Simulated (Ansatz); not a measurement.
# One crystal, many levels of theory: Ga2S3 (Imm2)

Wanted: a ladder of band gaps for Ga2S3 (Imm2), from density functionals to G0W0.

Program: Ansatz 0.2.0. Level of theory: density functionals, hybrids and G0W0, plane waves, PAW. Results are calculated unless marked as measured.

**1. The starting structure**

It takes space group Imm2 (No. 44, orthorhombic). The conventional cell has a = 3.673 Å, b = 11.141 Å, c = 5.346 Å, α = 90.00°, β = 90.00°, γ = 90.00°. Ga has 4 S at 2.20 to 2.32 Å nearest. S has 3 Ga at 2.32 Å nearest. S has 2 Ga at 2.20 Å nearest. Farther neighbours and most contacts between anions are not listed.

The cell and positions are those that the Materials Project relaxed with its own functionals (PBE, PBE+U or r2SCAN), kept fixed.

The logs state that the PAW files were generated under PBE.

**2. LDA on the 8×8×8 mesh**

Levels along a band path and on the mesh show where this functional puts the band edges.

This step: DFT, LDA, plane waves, PAW; PAW set soft_1.

File input.yaml:

```yaml
crystal:
  lattice:
    - [-1.83633776, 5.57061928, 2.67305246]
    - [1.83633776, -5.57061928, 2.67305246]
    - [1.83633776, 5.57061928, -2.67305246]
  atoms:
    - { symbol: Ga, position: [0.16642079, 0.00736566, 0.15905513] }
    - { symbol: Ga, position: [0.84831053, 0.00736566, 0.84094487] }
    - { symbol: S, position: [0.90747666, 0.24172383, 0.66575283] }
    - { symbol: S, position: [0.575971, 0.24172383, 0.33424717] }
    - { symbol: S, position: [0.25182003, 0.25182003, 0.0] }
kpoints:
  mp_grid: { grid: [8, 8, 8] }
  band_path:
    path:
      - [[0.0, 0.0, 0.0], [0.5, -0.5, 0.5], [0.27716678, -0.27716678, 0.72283322]]
      - [[-0.27716678, 0.27716678, 0.27716678], [0.0, 0.0, 0.0], [0.30756361, 0.30756361, -0.30756361]]
      - [[0.69243639, -0.30756361, 0.30756361], [0.5, -0.5, 0.5]]
      - [[0.0, 0.0, 0.0], [0.0, 0.5, 0.0], [0.25, 0.25, 0.25], [0.5, 0.0, 0.0], [0.0, 0.0, 0.0], [0.0, 0.0, 0.5], [0.25, 0.25, 0.25]]
    npoints: 10
hamiltonian:
  xc: lda
  pseudopotentials: { kind: paw, azcp: { folder: soft_1 }, xc_functional: pbe }
scf:
  occupations: { method: fermi_dirac, width: 0.02 }
  n_extra_bands: 5
output:
  eigenvalues: true
  write_density: true
  write_potential: true
  elf: true
  volumetric_format: npy
```

Started as:

```sh
ansatz run input.yaml --threads 2 --pin off --max-ram 73728MiB --backend cuda --events-out ev --progress --plain --runs-dir out --devices 1 --max-vram 13GiB
```

Numbers of over 12 decimals in the logs are rounded to 6 here.

Output:

```text
basis.fft_grid_basis auto: the FFT boxes are laid along the combinations [[1, 1, 0], [0, 1, 0], [0, 1, 1]] of the cell's own vectors, 5.346, 6.446 and 3.673 Å long. The dense box has 36×45×25 points. Along the cell's own vectors, as sized, it would have 45×45×45, 2.25 times as many. Of the 4 symmetry operations that the crystal satisfies within crystal.symmetry.tolerance (time reversal apart; of a slab, those that ke [...]
scf.n_extra_bands = 5 over 22 filled bands (N_el = 44.0): the run solves 27 bands
GPUs: using 1 of 1 available (devices: 1).
Engine: ansatz 0.2.0, x86_64-unknown-linux-gnu
Pseudopotentials: kind: paw
Pseudopotential: Ga, paw, valence charge 13, recommended cutoff 420 eV (normal), soft_1/Ga.paw.azcp
Pseudopotential: S, paw, valence charge 6, recommended cutoff 420 eV (normal), soft_1/S.paw.azcp
Functional definition: SPW92
  exchange = slater_x
  correlation = pw_c
device memory: the entry about to start is reckoned to put 2.8 GiB on a device that reports 74.2 GiB free (of which the cap on the GPU budget leaves the run 13.0 GiB)
GPU FFT provider: cuFFT
GPU libraries: cuBLAS 13.8.2, cuFFT 12.4.0, cuSOLVER 12.3.4
Crystal: 5 atoms, lattice volume = 109.376 Å³
Basis set: ecut = 420 eV, 2133 PW (Γ), FFT grids on a1+a2, a2, a2+a3
Bands: 27, of which v1, the nominal top of the filled ones, is band 22 counted from 1 (21 counted from 0)
Symmetry: 4 space group operations
Space group: Imm2 (ITA 44), of the structure as read, at distance tolerance 4.8e-5 Å
k-points: 95 of 512 (time reversal used)
Non-local potential: Ga, projectors of the file, l = 0: 2, l = 1: 2, l = 2: 3, l = 3: 1
Non-local potential: S, projectors of the file, l = 0: 2, l = 1: 2, l = 2: 1
PAW form: soft (Blöchl's): semilocal exchange-correlation on the pseudo side does not see the compensation charge
PAW frozen core: Ga, regenerated for the run's functional, and the local potential with it (the file was generated under x = pbe(κ = 0.804, μ = 0.219515), c = pbe(β = 0.066725))
PAW frozen core: S, regenerated for the run's functional, and the local potential with it (the file was generated under x = pbe(κ = 0.804, μ = 0.219515), c = pbe(β = 0.066725))
PAW one-centre angular grid: Ga, 590 points (default); XC on 64 Gauss nodes
PAW one-centre angular grid: S, 110 points (default); XC on 64 Gauss nodes
Initial density: superposition of atomic densities (chi_scale 0.1, normalization cell, long waves kept (reshape's long-wave potential 0.05 eV rms))
Initial wavefunctions: pseudopotential atomic-orbital guess
GPU buffer pool allocated for 40500 grid points (all kernels)
GPU transforms: local potential and band sums: pruned to the plane-wave sphere, on 36×45×25
Functional: x = slater, c = lda
SCF iter   1: F=—  HF=-10026.433676 eV  |F-HF|=—  |Δ(HF+E_count)|=         —  Δρ=4.81e-2  dr2=1.65e0  ethr=3.10e-3  ⟨swp⟩=7.5  Hψ=13079  notcnv=0
preconditioner: auto → Resta (q_TF=auto, 2.344 Å⁻¹)  ε∞=3.7  [insulator: Δε(μ)=1.680 eV  Ē_g=14.266 eV  σ=0.020 eV  W_gap=1.00  n_scr=20 (ndim 8)  ℏωp=23.6 eV  f_vac=0.000  D(μ)=0.00/eV (n_scr^D=0)  ε∞_Penn≈3.7]
SCF iter   2: F=—  HF=-10026.012990 eV  |F-HF|=—  |Δ(HF+E_count)|=   4.21e-1  Δρ=2.23e-2  dr2=3.98e-1  ethr=3.10e-3  ⟨swp⟩=3.0  Hψ=5787  notcnv=0  defer=95
SCF iter   3: F=—  HF=-10025.872698 eV  |F-HF|=—  |Δ(HF+E_count)|=   1.40e-1  Δρ=6.01e-3  dr2=3.22e-2  ethr=9.04e-4  ⟨swp⟩=2.2  Hψ=4911  notcnv=0  defer=95
SCF iter   4: F=—  HF=-10025.848941 eV  |F-HF|=—  |Δ(HF+E_count)|=   2.38e-2  Δρ=1.96e-3  dr2=4.27e-3  ethr=7.31e-5  ⟨swp⟩=3.0  Hψ=5275  notcnv=0  defer=95
SCF iter   5: F=—  HF=-10025.849531 eV  |F-HF|=—  |Δ(HF+E_count)|=   5.91e-4  Δρ=7.15e-4  dr2=6.60e-4  ethr=9.70e-6  ⟨swp⟩=2.0  Hψ=4570  notcnv=0  defer=95
SCF iter   6: F=—  HF=-10025.849468 eV  |F-HF|=—  |Δ(HF+E_count)|=   6.34e-5  Δρ=1.56e-4  dr2=3.99e-5  ethr=1.50e-6  ⟨swp⟩=2.7  Hψ=4254  notcnv=0  defer=95
SCF iter   7: F=—  HF=-10025.849605 eV  |F-HF|=—  |Δ(HF+E_count)|=   1.37e-4  Δρ=6.14e-5  dr2=4.76e-6  ethr=9.06e-8  ⟨swp⟩=2.8  Hψ=4666  notcnv=0  defer=95
SCF iter   8: F=—  HF=-10025.849605 eV  |F-HF|=—  |Δ(HF+E_count)|=   3.99e-7  Δρ=1.80e-5  dr2=4.84e-7  ethr=1.08e-8  ⟨swp⟩=2.1  Hψ=3501  notcnv=0  defer=95
SCF iter   9: F=-10025.849605 eV  HF=-10025.849605 eV  |F-HF|=1.27e-8  |Δ(HF+E_count)|=   1.32e-7  Δρ=4.97e-6  dr2=3.56e-8  ethr=2.27e-10  ⟨swp⟩=10.2  Hψ=9504  notcnv=0
SCF 1 converged in 9 iterations: F = -10025.849605 eV  dr2 = 3.56e-8
[...]
device memory: the entry about to start is reckoned to put 1.0 GiB on a device that reports 69.1 GiB free (of which the cap on the GPU budget leaves the run 13.0 GiB)
NSCF: frozen V_eff on 114 k-points
SCF converged after 9 iterations
Free energy (F): -10025.849605 eV
Harris-Foulkes:  -10025.849605 eV  (|F-HF|=1.27e-8)
Internal energy: -10025.849605 eV  (E = F + TS)
E sigma→0 (E₀):  -10025.849605 eV
Fermi energy:    6.142097 eV
--- Per-component energies (eV) ---
  E_band       = -200.847046
  E_kinetic    = 540.362854
  E_local      = -4060.105182  (includes V_loc(G=0)·N_el)
  E_nonlocal   = -73.034573
  E_hartree    = 2304.733053
  E_xc         = -388.819774
  E_vxc        = -359.331585  (∫ρ·V_xc dr)
  E_paw        = -5565.934199  (= ΣΔE_a)
  E_vpaw       = -858.205208  (= ΣTr[D̂ρ^β])
  E_aug_tail   = -0.000422  (compensation charges beyond the density's cutoff)
  E_ewald      = -2786.967918
  E_core_change = 3.916556  (= ΣΔE_core)
  E_smearing   = -0.000000  (= −TS)
  E_closure    = -0.000000  (closes the sum)
  Σ components = -10025.849605   (vs F -10025.849605, Δ=0.00e0)
--- Band table (eV; the first three rows and the last of 95) ---
  k-point 0: bands = [... 18 lower, 3.2825, 4.4162, 4.4942, 5.3752, 6.7568, 7.9372, 9.4773, 10.5181, ... 1 higher]
  k-point 1: bands = [... 18 lower, 2.7764, 4.2567, 4.3023, 4.9048, 7.4711, 8.7277, 9.8370, 10.2218, ... 1 higher]
  k-point 2: bands = [... 18 lower, 2.5319, 3.6299, 3.9124, 4.3269, 8.1894, 9.1524, 9.4899, 9.7060, ... 1 higher]
  k-point 94: bands = [... 18 lower, 3.2681, 3.4741, 3.5462, 5.5064, 7.5065, 7.7468, 7.8099, 10.2438, ... 1 higher]
```

It took 12 s on 1 × NVIDIA H100 80GB HBM3 (shared by 6 runs) with 2 threads of AMD EPYC 7R13 (Zen 3), shared host; peak memory 0.97 GiB.

Reading the cycles: dr2 is the Hartree energy of the density residual (eV), the measure of convergence; HF is the Harris–Foulkes estimate of the energy, which meets the free energy F at convergence.

This step gave:

| Quantity | Value |
| --- | --- |
| filled bands | 22 |
| gap | 1.250 eV |
| valence top at | X |
| conduction bottom at | Γ |
| least direct gap | 1.382 eV |

Over mesh and path the gap is 1.250 eV, from k = (0.500, -0.500, 0.500) to k = Γ. The least direct gap found is 1.382 eV, at k = Γ.

**3. LDA+SOC on the 8×8×8 mesh**

This run has two-component orbitals with spin-orbit coupling.

This step: DFT, LDA with spin-orbit coupling, plane waves, PAW; PAW set soft_1.

File input.yaml:

```yaml
crystal:
  lattice:
    - [-1.83633776, 5.57061928, 2.67305246]
    - [1.83633776, -5.57061928, 2.67305246]
    - [1.83633776, 5.57061928, -2.67305246]
  atoms:
    - { symbol: Ga, position: [0.16642079, 0.00736566, 0.15905513] }
    - { symbol: Ga, position: [0.84831053, 0.00736566, 0.84094487] }
    - { symbol: S, position: [0.90747666, 0.24172383, 0.66575283] }
    - { symbol: S, position: [0.575971, 0.24172383, 0.33424717] }
    - { symbol: S, position: [0.25182003, 0.25182003, 0.0] }
kpoints:
  mp_grid: { grid: [8, 8, 8] }
  band_path:
    path:
      - [0.0, 0.0, 0.0]
      - [0.5, -0.5, 0.5]
      - [0.27716678, -0.27716678, 0.72283322]
      - [-0.27716678, 0.27716678, 0.27716678]
      - [0.30756361, 0.30756361, -0.30756361]
      - [0.69243639, -0.30756361, 0.30756361]
      - [0.0, 0.5, 0.0]
      - [0.25, 0.25, 0.25]
    npoints: 1
hamiltonian:
  xc: lda
  pseudopotentials: { kind: paw_fr, azcp: { folder: soft_1 }, xc_functional: pbe }
scf:
  occupations: { method: fermi_dirac, width: 0.02 }
  n_extra_bands: 10
magnetization:
  noncollinear: true
  spin_orbit: true
output:
  eigenvalues: true
```

Output:

```text
[...]
GPUs: using 1 of 1 available (devices: 1).
[...]
non-collinear run that drives no moment, with spin-orbit: no starting moment large enough to seed its density (crystal.atoms[].spin), no starting occupations that ask for one, no magnetisation constraint and no magnetic field, so the semilocal B_xc is pinned to zero
[...]
GPU FFT provider: cuFFT
GPU libraries: cuBLAS 13.8.2, cuFFT 12.4.0, cuSOLVER 12.3.4
Crystal: 5 atoms, lattice volume = 109.376 Å³
Basis set: ecut = 420 eV, 2133 PW (Γ), FFT grids on a1+a2, a2+a3, a3
Bands: 54, of which v1, the nominal top of the filled ones, is band 44 counted from 1 (43 counted from 0)
Symmetry: 4 space group operations + 4 with time reversal
[...]
k-points: 95 of 512 (time reversal used)
Projection manifold: j_resolved (fully-relativistic pseudo-atomic orbitals)
[...]
Absolute magnetization: 0.0000 μB (∫|m|)
  site 0: m = (+0.0000, +0.0000, +0.0000) μB, |m| = 0.0000 μB  (R = 0.91 Å)
  site 1: m = (+0.0000, +0.0000, +0.0000) μB, |m| = 0.0000 μB  (R = 0.91 Å)
  site 2: m = (+0.0000, +0.0000, +0.0000) μB, |m| = 0.0000 μB  (R = 0.96 Å)
  site 3: m = (+0.0000, +0.0000, +0.0000) μB, |m| = 0.0000 μB  (R = 0.96 Å)
  site 4: m = (+0.0000, +0.0000, +0.0000) μB, |m| = 0.0000 μB  (R = 0.91 Å)
Free energy (F): -10026.011427 eV
[...]
Internal energy: -10026.011427 eV  (E = F + TS)
E sigma→0 (E₀):  -10026.011427 eV
Fermi energy:    6.142047 eV
[...]
--- Band table (eV; the first three rows and the last of 95) ---
  k-point 0: bands = [... 40 lower, 4.5042, 4.5042, 5.3757, 5.3757, 6.7569, 6.7569, 7.9368, 7.9368, ... 6 higher]
  k-point 1: bands = [... 40 lower, 4.2994, 4.3261, 4.8990, 4.9114, 7.4711, 7.4718, 8.7222, 8.7322, ... 6 higher]
  k-point 2: bands = [... 40 lower, 3.8940, 3.9310, 4.3149, 4.3393, 8.1848, 8.1944, 9.1361, 9.1657, ... 6 higher]
  k-point 94: bands = [... 40 lower, 3.5550, 3.5550, 5.5062, 5.5062, 7.5060, 7.5060, 7.7430, 7.7430, ... 6 higher]
[key lines of the parts left out:]
SCF converged after 10 iterations
Magnetization: |M| = 0.0000 μB,  M = (+0.0000, +0.0000, +0.0000) μB
```

It took 24 s on 1 × NVIDIA H100 80GB HBM3 (shared by 6 runs) with 2 threads; peak memory 1 GiB; 41 s of CPU time.

This step gave:

```yaml
gap: 1.251 eV
valence_top_at: X
conduction_bottom_at: Γ
least_direct_gap: 1.381 eV
```

Over mesh and listed points the gap is 1.251 eV, from k = (0.500, -0.500, 0.500) to k = Γ. The least direct gap found is 1.381 eV, at k = Γ. LDA+SOC against LDA: 1.251 − 1.250 = +0.001 eV, with the same mesh, set of files (read in its fully relativistic form for the spin-orbit run) and cutoff, and both edges at the same k points. The spin-orbit run sees mesh and listed points alone, so its gap is an upper bound: the coupling can move an edge off these points, the more so as this crystal has no centre of inversion, and the change over the zone, its sign included where it is small, is not known.

**4. r2SCAN on the 8×8×8 mesh**

r2SCAN is a meta-GGA: it depends on the kinetic-energy density as well as on the density and its gradient.

This step: DFT, r2SCAN, plane waves, PAW; PAW set soft_1.

input.yaml: that of step 3 with these lines changed.

```diff
@@ -25,10 +25,7 @@
 hamiltonian:
-  xc: lda
-  pseudopotentials: { kind: paw_fr, azcp: { folder: soft_1 }, xc_functional: pbe }
+  xc: r2scan
+  pseudopotentials: { kind: paw, azcp: { folder: soft_1 } }
 scf:
-  occupations: { method: fermi_dirac, width: 0.02 }
-  n_extra_bands: 10
-magnetization:
-  noncollinear: true
-  spin_orbit: true
+  occupations: { method: fixed }
+  n_extra_bands: 5
 output:
```

Output:

```text
[...]
GPUs: using 1 of 1 available (devices: 1).
[...]
GPU FFT provider: cuFFT
GPU libraries: cuBLAS 13.8.2, cuFFT 12.4.0, cuSOLVER 12.3.4
Crystal: 5 atoms, lattice volume = 109.376 Å³
Basis set: ecut = 500 eV, 2767 PW (Γ), FFT grids on a1+a2, a2+a3, a3, exchange–correlation on 160×108×192 points (64 copies of the dense FFT grid, shifted against one another)
[...]
--- Band table (eV; the first three rows and the last of 95) ---
  k-point 0: bands = [... 18 lower, 3.1954, 4.3580, 4.4495, 5.3644, 7.4591, 8.4837, 10.0589, 11.0696, ... 1 higher]
  k-point 1: bands = [... 18 lower, 2.7099, 4.2194, 4.2518, 4.9247, 8.1180, 9.2757, 10.3988, 10.8023, ... 1 higher]
  k-point 2: bands = [... 18 lower, 2.4895, 3.6131, 3.8898, 4.3097, 8.7783, 9.6990, 10.0709, 10.2665, ... 1 higher]
  k-point 94: bands = [... 18 lower, 3.2535, 3.4344, 3.4567, 5.4951, 8.0510, 8.3501, 8.3612, 10.7778, ... 1 higher]
[key lines of the parts left out:]
SCF converged after 9 iterations
Free energy (F): -10302.037889 eV
Fermi energy:    5.495109 eV
```

Run time: 16 s. Hardware: 1 × NVIDIA H100 80GB HBM3 (shared by 6 runs) with 2 threads; peak memory 1.1 GiB.

This step gave:

* gap: 1.964 eV
* valence top at: X
* conduction bottom at: Γ
* least direct gap: 2.095 eV

Over mesh and listed points the gap is 1.964 eV, from k = (0.500, -0.500, 0.500) to k = Γ. The least direct gap found is 2.095 eV, at k = Γ. r2SCAN against LDA: 1.964 − 1.250 = +0.714 eV. The runs also differ in plane-wave cutoff (420 eV and 500 eV), so how much of this comes from the functional alone is not known.

**5. HSE06 on the 6×6×6 mesh**

HSE06 mixes in a quarter of exact exchange at short range.

This step: DFT, HSE06, plane waves, PAW; PAW set soft_1.

input.yaml: that of step 4 with these lines changed.

```diff
@@ -12,3 +12,3 @@
 kpoints:
-  mp_grid: { grid: [8, 8, 8] }
+  mp_grid: { grid: [6, 6, 6] }
   band_path:
@@ -25,3 +25,3 @@
 hamiltonian:
-  xc: r2scan
+  xc: hse06
   pseudopotentials: { kind: paw, azcp: { folder: soft_1 } }
```

Output:

```text
[...]
GPUs: using 1 of 1 available (devices: 1).
[...]
davidson cushion auto → on  (no smearing: the cushion is to keep the highest requested band from converging to the state above it; pin scf.eigensolver.cushion to override)
[...]
GPU FFT provider: cuFFT
GPU libraries: cuBLAS 13.8.2, cuFFT 12.4.0, cuSOLVER 12.3.4
Crystal: 5 atoms, lattice volume = 109.376 Å³
Basis set: ecut = 420 eV, 2133 PW (Γ), FFT grids on a1+a2, a2+a3, a3
[...]
Fermi energy:    5.072129 eV
[...]
--- Band table (eV; the first three rows and the last of 46) ---
  k-point 0: bands = [... 18 lower, 2.7991, 3.9756, 4.0821, 4.9458, 7.6676, 8.7551, 10.3437, 11.4525, ... 1 higher]
  k-point 1: bands = [... 18 lower, 2.0829, 3.6489, 3.7689, 4.2514, 8.6910, 10.0465, 10.6480, 11.1693, ... 1 higher]
  k-point 2: bands = [... 18 lower, 2.2326, 2.7703, 3.0478, 3.5684, 9.1015, 9.2663, 9.9266, 10.3729, ... 1 higher]
  k-point 45: bands = [... 18 lower, 2.8300, 3.0035, 3.0947, 5.0721, 8.2643, 8.6545, 8.6684, 11.1787, ... 1 higher]
[key lines of the parts left out:]
Free energy (F): -10278.369315 eV
```

Elapsed: 64 s, on 1 × NVIDIA H100 80GB HBM3 (shared by 6 runs) with 2 threads; peak memory 2.5 GiB.

This step gave:

| Quantity | Value |
| --- | --- |
| gap | 2.595 eV |
| valence top at | X |
| conduction bottom at | Γ |
| least direct gap | 2.722 eV |
| exact-exchange fraction | 0.25 |

Over mesh and listed points the gap is 2.595 eV, from k = (0.500, -0.500, 0.500) to k = Γ. The least direct gap found is 2.722 eV, at k = Γ. HSE06 against LDA: 2.595 − 1.250 = +1.345 eV. The runs also differ in mesh (8×8×8 and 6×6×6), so how much of this comes from the functional alone is not known.

**6. G0W0@LDA, 6×6×6 mesh, 866 empty bands, screening to 230 eV, PAW set soft_1 files**

G0W0 replaces the xc potential by a self-energy built once from the orbitals of the start. Levels are corrected in the window of bands that the input names, at points of the mesh.

This step: G0W0 on LDA, plane waves, PAW; PAW set soft_1.

File input.yaml:

```yaml
crystal:
  lattice:
    - [-1.83633776, 5.57061928, 2.67305246]
    - [1.83633776, -5.57061928, 2.67305246]
    - [1.83633776, 5.57061928, -2.67305246]
  atoms:
    - { symbol: Ga, position: [0.16642079, 0.00736566, 0.15905513] }
    - { symbol: Ga, position: [0.84831053, 0.00736566, 0.84094487] }
    - { symbol: S, position: [0.90747666, 0.24172383, 0.66575283] }
    - { symbol: S, position: [0.575971, 0.24172383, 0.33424717] }
    - { symbol: S, position: [0.25182003, 0.25182003, 0.0] }
kpoints:
  mp_grid: { grid: [6, 6, 6] }
hamiltonian:
  xc: lda
  pseudopotentials: { kind: paw, azcp: { folder: soft_1 }, xc_functional: pbe }
scf:
  occupations: { method: fixed }
gw:
  n_empty_bands: 866
  ecut_chi: 230.0
  qp_bands: [v2, c2]
  qp_kpoints: band_edges
  screening: { model: contour_deformation }
```

Output:

```text
GPUs: using 1 of 1 available (devices: 1).
[...]
GPU FFT provider: cuFFT
GPU libraries: cuBLAS 13.8.2, cuFFT 12.4.0, cuSOLVER 12.3.4
Crystal: 5 atoms, lattice volume = 109.376 Å³
Basis set: ecut = 420 eV, 2133 PW (Γ)
Bands: 27, of which v1, the nominal top of the filled ones, is band 22 counted from 1 (21 counted from 0)
Symmetry: 4 space group operations
[...]
k-points: 46 of 216 (time reversal used)
[...]
3    24      7.8377    -9.0993    -4.1807   -13.8682  0.7829     8.4304     8.4259  root
[...]
45    21      3.5472   -19.1457     1.7329   -16.6282  0.7571     2.7531     2.7626  root
    45    22      5.5068   -18.7659     2.0328   -15.8492  0.7430     4.6082     4.6229  root
    45    23      7.5065    -7.3513    -4.0777   -11.9036  0.7972     7.9839     7.9812  root
    45    24      7.7469   -10.6517    -4.4071   -15.6561  0.7742     8.3492     8.3443  root
[key lines of the parts left out:]
SCF converged after 9 iterations
Free energy (F): -10025.847367 eV
Fermi energy:    5.506787 eV
```

Run time: 12 min. Hardware: 1 × NVIDIA H100 80GB HBM3 (shared by 6 runs) with 2 threads; peak memory 7.6 GiB; 21 min of CPU time.

Numbers from this step:

```
bands summed                                    : 888
RPA ε∞ on this mesh (eigenvalues)               : 5.777, 6.063, 6.362
plane waves in the screening matrix             : 855
G0W0 gap over the corrected points              : 2.640 eV
k of the valence top                            : -0.5, -0.5, -0.5
k of the conduction bottom                      : 0, 0, 0
starting gap on the mesh                        : 1.250 eV
Z at the valence top                            : 0.7430
Z at the conduction bottom                      : 0.7860
least direct G0W0 gap over the corrected points : 2.757 eV
```

Over 21 of 46 irreducible mesh points the G0W0 gap is 2.640 eV, from k = (-0.500, -0.500, -0.500) to k = Γ. The LDA gap of this run on the mesh is 1.250 eV. The two states that bound the G0W0 gap lie that far apart at the start, so the correction of the gap is 2.640 − 1.250 = +1.390 eV.

(Part 1 of 2 ends here.)

[Paths, hosts, dates, memory and timing lines, banners, echoed tables and standing remarks are left out of the program output.]

[Logs are printed without paths, hosts, clocks, repeated set-up lines and the standing remarks that a program may print on its own settings, such as how far it seeks lower states.]

[Runs of the session that timed out or met a known fault of the program may be left out.]

[Cells called generated may have been cut or substituted from an entry of the Crystallography Open Database or the Materials Project.]

[Hosts, paths, dates, database ids (printed as entryN), source tags and the programs' standing remarks are cut or masked in the printed files.]

[Where an RPA ε∞ is given, it is that of the G0W0 mesh and is not shown converged in it. Names of k-points follow the symmetry that the program found, which can be lower than the space group named. Band edges on a path are those of the sampled points; other points can move an edge, and change direct to indirect where valleys lie close.]

[Hybrid gaps are those of their k-mesh and are not shown converged in it.]
